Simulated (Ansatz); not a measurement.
## Work function of Pd(100): what the settings cost and change

How far do cutoff, k-mesh and smearing move the work function of Pd(100)?

Calculated with Ansatz 0.2.0; plane-wave DFT, PBE, Ansatz PAW.

Experimental background.

“Anisotropic work function of elemental crystals” (2019, arxiv:1902.07811) quotes from earlier work for Pd (clean (100) face, a compiled value): work function (clean (100) face, a compiled value) 5.48 eV.

**1. The starting structure**

The cell holds 7 atoms: 7 Pd. Its edges and angles: a = 2.751 Å, b = 2.751 Å, c = 29.670 Å, α = 90.0°, β = 90.0°, γ = 90.0°. Vacuum lies along c.

**2. Slab, setting cutoff 200 eV**

A work function rests on the faint tail of the density, so the SCF threshold is tight. The cutoff is raised first; then mesh and smearing are varied at the default cutoff.

File input.yaml:

```yaml
crystal:
  lattice:
    - [2.7506453788, 0.0, 0.0]
    - [0.0, 2.7506453788, 0.0]
    - [0.0, 0.0, 29.67]
  atoms:
    - { symbol: Pd, position: [0.0, 0.0, 0.3033367037] }
    - { symbol: Pd, position: [0.5, 0.5, 0.3688911358] }
    - { symbol: Pd, position: [0.0, 0.0, 0.4344455679] }
    - { symbol: Pd, position: [0.5, 0.5, 0.5] }
    - { symbol: Pd, position: [0.0, 0.0, 0.5655544321] }
    - { symbol: Pd, position: [0.5, 0.5, 0.6311088642] }
    - { symbol: Pd, position: [0.0, 0.0, 0.6966632963] }
kpoints:
  mp_grid: { grid: [15, 15, 1] }
hamiltonian:
  xc: pbe
scf:
  occupations: { method: fermi_dirac, width: 0.1 }
  convergence: { dr2_threshold: 1.0e-09 }
efield:
  axis: 3
  dipole_correction: true
  ramp_position: 0.97
  ramp_width: 0.06
basis:
  ecutwfc: "200 eV"
output:
  write_potential: true
  write_density: true
  volumetric_format: npy
  elf: true
```

Started as:

```console
> ansatz run input.yaml --threads 2 --pin off --max-ram 3072MiB --backend cpu --events-out ev --progress --plain --runs-dir out
```

Numbers of over 12 decimals in the logs are rounded to 6 here.

What it wrote:

```text
Warning: basis.ecutwfc = 200 eV is below the records' recommended 420 eV, and the density's cutoff is lower with it unless basis.ecutrho_ratio is high enough to keep the records' density cutoff: compare with a run at a higher cutoff
Engine: ansatz 0.2.0, aarch64-unknown-linux-gnu
Pseudopotentials: kind: paw
Pseudopotential: Pd, paw, valence charge 18, recommended cutoff 420 eV (normal), Pd.paw.azcp
Functional definition: PBE
  parameter kappa = 0.804
  parameter beta = 0.066725
  exchange = pbe_x(kappa = kappa, mu = beta*pi^2/3)
  correlation = pbe_c(beta = beta)
Crystal: 7 atoms, lattice volume = 224.485 Å³
Basis set: ecut = 200 eV, 1433 PW (Γ)
Bands: 76, of which v1, the nominal top of the filled ones, is band 63 counted from 1 (62 counted from 0)
Symmetry: 8 space group operations
k-points: 36 of 225
Non-local potential: Pd, projectors of the file, l = 0: 2, l = 1: 2, l = 2: 2, l = 3: 1
PAW form: soft (Blöchl's): semilocal exchange-correlation on the pseudo side does not see the compensation charge
PAW one-centre angular grid: Pd, 590 points (default); XC on 64 Gauss nodes
Initial density: superposition of atomic densities (neutral atoms: chi_scale 0, normalization atom), corrected by the library's trained network
Initial wavefunctions: pseudopotential atomic-orbital guess
Functional: x = pbe(κ = 0.804, μ = 0.219515), c = pbe(β = 0.066725)
SCF iter   1: F=—  HF=-48732.315395 eV  |F-HF|=—  |Δ(HF+E_count)|=         —  Δρ=1.28e-1  dr2=3.25e1  ethr=1.77e-3  p=0.000 e·Å  D=1.12e-13 V/Å  ΔV_dip=-0.00 eV  dr2_dipole=2.46e-9  V_vac-E_F(+/−)=3.77/3.77 eV  ⟨swp⟩=6.2  Hψ=9943  notcnv=0  defer=66
efield: sawtooth ramp at fractional position 0.9700 (set: `efield.ramp_position`, or a place that a band, a saddle search or an elastic batch's reference lends), width 0.0600; the density the first Hamiltonian is built on has a dipole p = 0.000 e·Å; the dipole correction subtracts the counter field D = 1.12e-13 V/Å, which shifts the + side's vacuum level by -0.00 eV against the − side's; the planar-averaged density in the ramp window peaks in size at 5.5e-5 e/Å³
preconditioner: auto → LDOS  [metal: Δε(μ)=0.008 eV  Ē_g=6.893 eV  σ=0.100 eV  W_gap=0.02  n_scr=58 (ndim 8)  ℏωp=20.7 eV  f_vac=0.504  D(μ)=15.12/eV (n_scr^D=184)  β→1.0]
SCF iter   2: F=—  HF=-48735.488561 eV  |F-HF|=—  |Δ(HF+E_count)|=    3.17e0  Δρ=1.34e-1  dr2=3.63e1  ethr=1.77e-3  p=-0.000 e·Å  D=-1.38e-4 V/Å  ΔV_dip=0.00 eV  dr2_dipole=8.61e-8  V_vac-E_F(+/−)=6.55/6.55 eV  ⟨swp⟩=3.1  Hψ=7428  notcnv=0  defer=105
SCF iter   3: F=—  HF=-48724.232083 eV  |F-HF|=—  |Δ(HF+E_count)|=    1.13e1  Δρ=1.17e-2  dr2=5.85e-1  ethr=1.77e-3  p=-0.000 e·Å  D=-3.43e-5 V/Å  ΔV_dip=0.00 eV  dr2_dipole=2.20e-7  V_vac-E_F(+/−)=6.24/6.25 eV  ⟨swp⟩=3.0  Hψ=7037  notcnv=0  defer=138
SCF iter   4: F=—  HF=-48724.175173 eV  |F-HF|=—  |Δ(HF+E_count)|=   5.69e-2  Δρ=4.86e-3  dr2=1.19e-1  ethr=4.64e-4  p=-0.000 e·Å  D=-1.41e-5 V/Å  ΔV_dip=0.00 eV  dr2_dipole=4.04e-8  V_vac-E_F(+/−)=5.78/5.78 eV  ⟨swp⟩=2.8  Hψ=4454  notcnv=0  defer=122
SCF iter   5: F=—  HF=-48724.155675 eV  |F-HF|=—  |Δ(HF+E_count)|=   1.95e-2  Δρ=1.26e-3  dr2=1.95e-2  ethr=9.48e-5  p=-0.000 e·Å  D=-5.65e-6 V/Å  ΔV_dip=0.00 eV  dr2_dipole=4.14e-8  V_vac-E_F(+/−)=5.93/5.93 eV  ⟨swp⟩=2.1  Hψ=4147  notcnv=0  defer=122
SCF iter   6: F=—  HF=-48724.154107 eV  |F-HF|=—  |Δ(HF+E_count)|=   1.57e-3  Δρ=6.14e-4  dr2=4.17e-3  ethr=1.55e-5  p=-0.000 e·Å  D=-2.33e-6 V/Å  ΔV_dip=0.00 eV  dr2_dipole=2.54e-9  V_vac-E_F(+/−)=5.86/5.87 eV  ⟨swp⟩=2.0  Hψ=3839  notcnv=0  defer=122
SCF iter   7: F=—  HF=-48724.153858 eV  |F-HF|=—  |Δ(HF+E_count)|=   2.49e-4  Δρ=3.50e-4  dr2=8.00e-4  ethr=3.31e-6  p=-0.000 e·Å  D=-7.49e-7 V/Å  ΔV_dip=0.00 eV  dr2_dipole=1.54e-10  V_vac-E_F(+/−)=5.84/5.84 eV  ⟨swp⟩=2.0  Hψ=3508  notcnv=0  defer=122
SCF iter   8: F=—  HF=-48724.153896 eV  |F-HF|=—  |Δ(HF+E_count)|=   3.89e-5  Δρ=1.32e-4  dr2=9.37e-5  ethr=6.35e-7  p=0.000 e·Å  D=3.90e-7 V/Å  ΔV_dip=-0.00 eV  dr2_dipole=2.55e-13  V_vac-E_F(+/−)=5.82/5.83 eV  ⟨swp⟩=2.1  Hψ=3320  notcnv=0  defer=122
SCF iter   9: F=—  HF=-48724.153886 eV  |F-HF|=—  |Δ(HF+E_count)|=   1.00e-5  Δρ=3.42e-5  dr2=1.01e-5  ethr=7.44e-8  p=0.000 e·Å  D=1.98e-7 V/Å  ΔV_dip=-0.00 eV  dr2_dipole=1.00e-11  V_vac-E_F(+/−)=5.82/5.83 eV  ⟨swp⟩=1.9  Hψ=3175  notcnv=0  defer=122
SCF iter  10: F=—  HF=-48724.153891 eV  |F-HF|=—  |Δ(HF+E_count)|=   4.07e-6  Δρ=1.68e-5  dr2=9.23e-7  ethr=7.98e-9  p=0.000 e·Å  D=1.46e-7 V/Å  ΔV_dip=-0.00 eV  dr2_dipole=4.13e-13  V_vac-E_F(+/−)=5.82/5.83 eV  ⟨swp⟩=2.1  Hψ=3678  notcnv=0  defer=121
SCF iter  11: F=—  HF=-48724.153891 eV  |F-HF|=—  |Δ(HF+E_count)|=   8.06e-7  Δρ=6.52e-6  dr2=2.04e-7  ethr=7.33e-10  p=0.000 e·Å  D=4.94e-8 V/Å  ΔV_dip=-0.00 eV  dr2_dipole=5.27e-14  V_vac-E_F(+/−)=5.83/5.83 eV  ⟨swp⟩=2.0  Hψ=3921  notcnv=0  defer=121
SCF iter  12: F=—  HF=-48724.153891 eV  |F-HF|=—  |Δ(HF+E_count)|=   5.33e-8  Δρ=3.01e-6  dr2=3.73e-8  ethr=1.62e-10  p=-0.000 e·Å  D=-1.01e-8 V/Å  ΔV_dip=0.00 eV  dr2_dipole=8.68e-14  V_vac-E_F(+/−)=5.83/5.83 eV  ⟨swp⟩=2.0  Hψ=3674  notcnv=0  defer=121
SCF iter  13: F=—  HF=-48724.153891 eV  |F-HF|=—  |Δ(HF+E_count)|=   3.36e-9  Δρ=1.82e-6  dr2=1.62e-8  ethr=2.96e-11  p=0.000 e·Å  D=1.40e-9 V/Å  ΔV_dip=-0.00 eV  dr2_dipole=9.11e-14  V_vac-E_F(+/−)=5.83/5.83 eV  ⟨swp⟩=1.3  Hψ=2881  notcnv=0  defer=121
SCF iter  14: F=—  HF=-48724.153891 eV  |F-HF|=—  |Δ(HF+E_count)|=   1.63e-9  Δρ=7.29e-7  dr2=1.90e-9  ethr=1.28e-11  p=-0.000 e·Å  D=-8.18e-9 V/Å  ΔV_dip=0.00 eV  dr2_dipole=7.77e-14  V_vac-E_F(+/−)=5.83/5.83 eV  ⟨swp⟩=2.4  Hψ=3859  notcnv=0  defer=121
SCF iter  15: F=—  HF=-48724.153891 eV  |F-HF|=—  |Δ(HF+E_count)|=  1.75e-10  Δρ=3.20e-7  dr2=1.35e-9  ethr=1.00e-12  p=0.000 e·Å  D=2.18e-9 V/Å  ΔV_dip=-0.00 eV  dr2_dipole=6.45e-15  V_vac-E_F(+/−)=5.83/5.83 eV  ⟨swp⟩=10.7  Hψ=7821  notcnv=0
SCF iter  16: F=-48724.153891 eV  HF=-48724.153891 eV  |F-HF|=3.20e-10  |Δ(HF+E_count)|=  1.75e-10  Δρ=1.53e-7  dr2=3.41e-10  ethr=1.00e-12  p=-0.000 e·Å  D=-4.20e-10 V/Å  ΔV_dip=0.00 eV  dr2_dipole=4.28e-15  V_vac-E_F(+/−)=5.83/5.83 eV  ⟨swp⟩=2.0  Hψ=4241  notcnv=0
WARN: efield: at this solve's end the planar-averaged density reaches 1.36e-4 e/Å³ inside the ramp window [0.9363, 0.0637] (bound 1e-5 e/Å³); by the running means of the window's planes the mean density over a ramp is at most 1.27e-4 e/Å³, which is held to the bound (the quickstart, § The vacuum guard, A window that rings); the window's nearer edge stands 7.11 Å from this solve's nearest atom along the axis. Its work [...]
SCF 1 converged in 16 iterations: F = -48724.153891 eV  dr2 = 3.41e-10
  greatest PAW one-centre occupation: 1.049 electrons in one spin orbital (limit 2), on the Pd atom at site 0 (counted from 0), in its partial waves of l = 1
WARN: The output density's exchange-correlation potential varies sharply where the density is thin. Do not read a vacuum level from v_tot or v_xc, or from such a field of the output density. On a cell that repeats whose density bears no net charge and no dipole along the vacuum's axis use v_es (v_loc + v_h of the components); under efield.dipole_correction with no amplitude use v_es + v_field, which holds any externa [...]
SCF converged after 16 iterations
Free energy (F): -48724.153891 eV
Harris-Foulkes:  -48724.153891 eV  (|F-HF|=3.20e-10)
Internal energy: -48723.674981 eV  (E = F + TS)
E sigma→0 (E₀):  -48723.914436 eV
Entropy (-TS):   -0.478910 eV (-68.416 meV/atom)
Fermi energy:    5.952504 eV
Dipole field:    D = -0.000000 V/Å  (p = -0.000000 e·Å, saw-weighted, corrected)
Work function:   Φ+ = 5.8269 eV (in doubt: plateau slope 4.0e-2 eV/Å)   Φ− = 5.8331 eV (in doubt: plateau slope 3.5e-2 eV/Å)
Levels:          The Fermi level and band energies are counted from a zero that moves with the ramp; work functions are not
Vacuum region:   at the solve's end the planar-averaged density reaches 1.36e-4 e/Å³ inside the ramp window [0.9363, 0.0637] (bound 1e-5 e/Å³); by the running means of the window's planes the mean density over a ramp is at most 1.27e-4 e/Å³, which is held to the bound (the quickstart, § The vacuum guard, A window that rings)
--- Per-component energies (eV) ---
  E_band       = -2758.240169
  E_kinetic    = 3853.311704
  E_local      = -290096.236411  (includes V_loc(G=0)·N_el)
  E_nonlocal   = 1275.791718
  E_hartree    = 143011.543142
  E_xc         = -1235.286014
  E_vxc        = -1551.765125  (∫ρ·V_xc dr)
  E_paw        = -26178.193399  (= ΣΔE_a)
  E_vpaw       = -2262.539709  (= ΣTr[D̂ρ^β])
  E_aug_tail   = 0.106268  (compensation charges beyond the density's cutoff)
  E_efield     = 0.000000  (sawtooth field / dipole correction)
  E_vefield    = 0.000000  (∫n·V_field dr)
  E_ewald      = 120645.288010
  E_smearing   = -0.478910  (= −TS)
  E_closure    = 0.000000  (closes the sum)
  Σ components = -48724.153891   (vs F -48724.153891, Δ=0.00e0)
--- Band table (eV; the first three rows and the last of 36) ---
  k-point 0: bands = [... 59 lower, 5.6782, 5.7046, 5.8467, 5.8467, 5.8870, 6.0494, 6.0494, 6.0573, ... 9 higher]
  k-point 1: bands = [... 59 lower, 5.5110, 5.6160, 5.6631, 5.8013, 5.8701, 5.9118, 5.9852, 6.0120, ... 9 higher]
  k-point 2: bands = [... 59 lower, 5.2097, 5.4688, 5.4958, 5.5736, 5.7311, 5.9083, 6.0163, 6.0178, ... 9 higher]
  k-point 35: bands = [... 59 lower, 6.0079, 6.0486, 6.2506, 6.2594, 10.2009, 10.6721, 11.3235, 11.8079, ... 9 higher]
```

Run time: 22 s. Hardware: 2 threads of Arm Neoverse V2, shared host; peak memory 0.46 GiB; 44 s of CPU time.

This step gave:

```yaml
energy_at_zero_smearing: -48723.9144 eV
work_function_upper_face: 5.827 eV
```

Running mean over 1.945 Å of the planar mean; the ramp of the sawtooth is left out. The electron's electrostatic potential energy less the Fermi level by z:

z (Å), electron's electrostatic potential energy less the Fermi level (eV) and a bar from the least value:
```
        4       5.69 ##############################
        5       5.59 ##############################
        6       5.42 #############################
        7       4.77 ############################
        8      -1.48 ###############
        9      -7.81 #
       10      -8.18 
       11      -8.30 
       12      -8.36 
       13      -8.36 
       14      -8.35 
       15      -8.35 
       16      -8.35 
       17      -8.36 
       18      -8.35 
       19      -8.26 
       20      -8.15 
       21      -6.94 ###
       22       1.69 #####################
       23       5.13 #############################
       24       5.49 ##############################
       25       5.63 ##############################
       26       5.72 ##############################
```

ELF in the ca plane at fractional y = 0.000, with atoms of Pd within 0.2 Å of it. It is the smooth field of the valence electrons, not physical close to the nuclei.

Values, 5 rows by 16 columns, each cell a mean:
```
0.33 0.16 0.28 0.48 0.28 0.16 0.32 0.48 0.24 0.16 0.37 0.48 0.18 0.01 0.00 0.00
0.21 0.23 0.22 0.31 0.22 0.24 0.21 0.31 0.22 0.24 0.21 0.30 0.10 0.00 0.00 0.00
0.22 0.20 0.23 0.17 0.23 0.20 0.22 0.17 0.23 0.20 0.21 0.19 0.08 0.00 0.00 0.00
0.25 0.24 0.23 0.43 0.23 0.24 0.24 0.43 0.22 0.24 0.27 0.41 0.12 0.00 0.00 0.00
0.35 0.11 0.29 0.44 0.29 0.11 0.34 0.44 0.24 0.11 0.39 0.45 0.20 0.01 0.00 0.00
```
Columns run along c (16.0 Å, from fractional 0.33 to 0.87 of the cell), rows up along a (2.8 Å). Atoms in or near the plane, at fractional coordinates: Pd at (0.43, 0.00), Pd at (0.57, 0.00), Pd at (0.70, 0.00).

Valence density in the ca plane at fractional y = 0.000, with atoms of Pd within 0.2 Å of it. It is the smooth field of the valence electrons, not physical close to the nuclei.

Ten even steps from '0' (0 e/Å³) to '9' (13 e/Å³), each cell a mean:
```
40000001687200000037851000001488300000000000
10000000243100000013420000000133100000000000
00000000000000000000000000000000000000000000
00000000000000000000000000000000000000000000
00000000000000000000000000000000000000000000
00000000121000000001210000000021000000000000
20000001465100000025640000000366200000000000
41000002798300000038961000001599400000000000
```
Columns run along c (16.0 Å, from fractional 0.33 to 0.87 of the cell), rows up along a (2.8 Å). Atoms in or near the plane, at fractional coordinates: Pd at (0.43, 0.00), Pd at (0.57, 0.00), Pd at (0.70, 0.00).

Electrostatic potential energy in the ca plane at fractional y = 0.000, with atoms of Pd within 0.2 Å of it. With pseudopotentials it is smooth inside the atoms' cores, unlike the true potential.

Ten even steps from '0' (-61 eV) to '9' (12 eV), each cell a mean:
```
37999986101589999840026999997300379999999999
68999997534799999964358999998633689999999999
89999999878899999987789999999877899999999999
99999999999999999999999999999999999999999999
99999999888999999998899999999988999999999999
79999998656899999986568999999755799999999999
48999996312589999852137999997411489999999999
37999985100489999830016999996200379999999999
```
Columns run along c (16.0 Å, from fractional 0.33 to 0.87 of the cell; values clipped at the 3rd and 97th percentile), rows up along a (2.8 Å). Atoms in or near the plane, at fractional coordinates: Pd at (0.43, 0.00), Pd at (0.57, 0.00), Pd at (0.70, 0.00).

The work function is 5.827 eV. The program marks this work function as in doubt.

**3. Slab**

Edit input.yaml of step 2 so:

```diff
@@ -26,3 +26,3 @@
 basis:
-  ecutwfc: "200 eV"
+  ecutwfc: "300 eV"
 output:
@@ -31,2 +31 @@
   volumetric_format: npy
-  elf: true
```

What it wrote:

```text
[...]
Crystal: 7 atoms, lattice volume = 224.485 Å³
Basis set: ecut = 300 eV, 2639 PW (Γ)
Bands: 76, of which v1, the nominal top of the filled ones, is band 63 counted from 1 (62 counted from 0)
Symmetry: 8 space group operations
k-points: 36 of 225
[...]
k-point 0: bands = [... 59 lower, 5.7362, 5.8394, 6.0956, 6.2650, 6.2650, 6.3041, 6.3357, 6.5496, ... 9 higher]
  k-point 1: bands = [... 59 lower, 5.7589, 5.9495, 5.9813, 6.2182, 6.2353, 6.2429, 6.2699, 6.3658, ... 9 higher]
  k-point 2: bands = [... 59 lower, 5.5592, 5.8017, 5.8280, 5.9649, 6.1338, 6.2459, 6.4496, 6.5230, ... 9 higher]
  k-point 35: bands = [... 59 lower, 6.6062, 6.6131, 6.9279, 6.9421, 10.0012, 10.4816, 11.2658, 11.7387, ... 9 higher]
[key lines of the parts left out:]
SCF converged after 13 iterations
Free energy (F): -48807.393357 eV
Fermi energy:    6.371046 eV
Dipole field:    D = 0.000000 V/Å  (p = 0.000000 e·Å, saw-weighted, corrected)
Work function:   Φ+ = 5.0960 eV   Φ− = 5.0961 eV
```

Elapsed: 30 s, on 2 threads; peak memory 0.62 GiB.

The work function is 5.096 eV, -0.731 eV from the run “cutoff 200 eV”, at 1.3 times its CPU time.

**4. Slab**

Edit input.yaml of step 3 so:

```diff
@@ -26,3 +26,3 @@
 basis:
-  ecutwfc: "300 eV"
+  ecutwfc: "420 eV"
 output:
```

What it wrote:

```text
[...]
Crystal: 7 atoms, lattice volume = 224.485 Å³
Basis set: ecut = 420 eV, 4471 PW (Γ)
Bands: 76, of which v1, the nominal top of the filled ones, is band 63 counted from 1 (62 counted from 0)
Symmetry: 8 space group operations
k-points: 36 of 225
[...]
k-point 0: bands = [... 59 lower, 5.7438, 5.8597, 6.1138, 6.2762, 6.2762, 6.3214, 6.3555, 6.5716, ... 9 higher]
  k-point 1: bands = [... 59 lower, 5.7638, 5.9664, 5.9971, 6.2263, 6.2519, 6.2624, 6.2879, 6.3807, ... 9 higher]
  k-point 2: bands = [... 59 lower, 5.5753, 5.8132, 5.8425, 5.9824, 6.1510, 6.2576, 6.4618, 6.5426, ... 9 higher]
  k-point 35: bands = [... 59 lower, 6.6207, 6.6303, 6.9488, 6.9615, 9.9834, 10.4632, 11.2468, 11.7171, ... 9 higher]
[key lines of the parts left out:]
SCF converged after 13 iterations
Free energy (F): -48808.685237 eV
Fermi energy:    6.384493 eV
Dipole field:    D = 0.000000 V/Å  (p = 0.000000 e·Å, saw-weighted, corrected)
Work function:   Φ+ = 5.0859 eV   Φ− = 5.0859 eV
```

Run time: 43 s. Hardware: 2 threads; peak memory 0.87 GiB.

The work function is 5.086 eV, -0.741 eV from the run “cutoff 200 eV”, at 1.9 times its CPU time.

**5. Slab**

Edit input.yaml of step 4 so:

```diff
@@ -26,3 +26,3 @@
 basis:
-  ecutwfc: "420 eV"
+  ecutwfc: "600 eV"
 output:
```

What it wrote:

```text
[...]
Crystal: 7 atoms, lattice volume = 224.485 Å³
Basis set: ecut = 600 eV, 7591 PW (Γ)
Bands: 76, of which v1, the nominal top of the filled ones, is band 63 counted from 1 (62 counted from 0)
Symmetry: 8 space group operations
k-points: 36 of 225
[...]
k-point 0: bands = [... 59 lower, 5.7435, 5.8594, 6.1134, 6.2757, 6.2757, 6.3210, 6.3550, 6.5710, ... 9 higher]
  k-point 1: bands = [... 59 lower, 5.7634, 5.9659, 5.9967, 6.2258, 6.2514, 6.2620, 6.2875, 6.3802, ... 9 higher]
  k-point 2: bands = [... 59 lower, 5.5751, 5.8128, 5.8421, 5.9822, 6.1505, 6.2570, 6.4613, 6.5421, ... 9 higher]
  k-point 35: bands = [... 59 lower, 6.6201, 6.6297, 6.9485, 6.9612, 9.9826, 10.4625, 11.2459, 11.7161, ... 9 higher]
[key lines of the parts left out:]
SCF converged after 13 iterations
Free energy (F): -48808.704589 eV
Fermi energy:    6.383999 eV
Dipole field:    D = -0.000000 V/Å  (p = -0.000000 e·Å, saw-weighted, corrected)
Work function:   Φ+ = 5.0855 eV   Φ− = 5.0855 eV
```

Elapsed: 73 s, on 2 threads; peak memory 1.3 GiB; 2.4 min of CPU time.

The work function is 5.085 eV, -0.000 eV from the run “cutoff 420 eV”, at 1.7 times its CPU time.

**6. Slab**

Edit input.yaml of step 5 so:

```diff
@@ -14,3 +14,3 @@
 kpoints:
-  mp_grid: { grid: [15, 15, 1] }
+  mp_grid: { grid: [3, 3, 1] }
 hamiltonian:
@@ -25,4 +25,2 @@
   ramp_width: 0.06
-basis:
-  ecutwfc: "600 eV"
 output:
```

What it wrote:

```text
[...]
Crystal: 7 atoms, lattice volume = 224.485 Å³
Basis set: ecut = 420 eV, 4471 PW (Γ)
Bands: 76, of which v1, the nominal top of the filled ones, is band 63 counted from 1 (62 counted from 0)
Symmetry: 8 space group operations
k-points: 3 of 9
[...]
Work function:   Φ+ = 4.7794 eV   Φ− = 4.7800 eV
[...]
--- Band table (eV) ---
  k-point 0: bands = [... 59 lower, 5.9059, 6.1059, 6.3629, 6.4322, 6.4322, 6.5507, 6.5929, 6.7433, ... 9 higher]
  k-point 1: bands = [... 59 lower, 6.0680, 6.1471, 6.2962, 6.3664, 6.4051, 6.5291, 6.5737, 6.9420, ... 9 higher]
  k-point 2: bands = [... 59 lower, 6.1313, 6.1710, 6.4400, 6.7205, 6.8672, 7.9402, 9.1045, 10.3115, ... 9 higher]
[key lines of the parts left out:]
SCF converged after 13 iterations
Free energy (F): -48807.182871 eV
Fermi energy:    6.497876 eV
Dipole field:    D = 0.000019 V/Å  (p = 0.000024 e·Å, saw-weighted, corrected)
```

Run time: 3.9 s. Hardware: 2 threads; peak memory 0.45 GiB.

The work function is 4.779 eV, -0.306 eV from the run “cutoff 420 eV”, at 0.090 times its CPU time.

(Continued in part 2 of 2.)

[Logs are printed without paths, hosts, clocks, repeated set-up lines and the standing remarks that a program may print on its own settings, such as how far it seeks lower states.]

[Hosts, paths, dates, database ids (printed as entryN), source tags and the programs' standing remarks are cut or masked in the printed files.]

[Maps of the electrostatic potential energy from Ansatz leave out the sawtooth potential of an applied field or a dipole correction, so their vacuum need not be flat; planar profiles and work functions include it.]
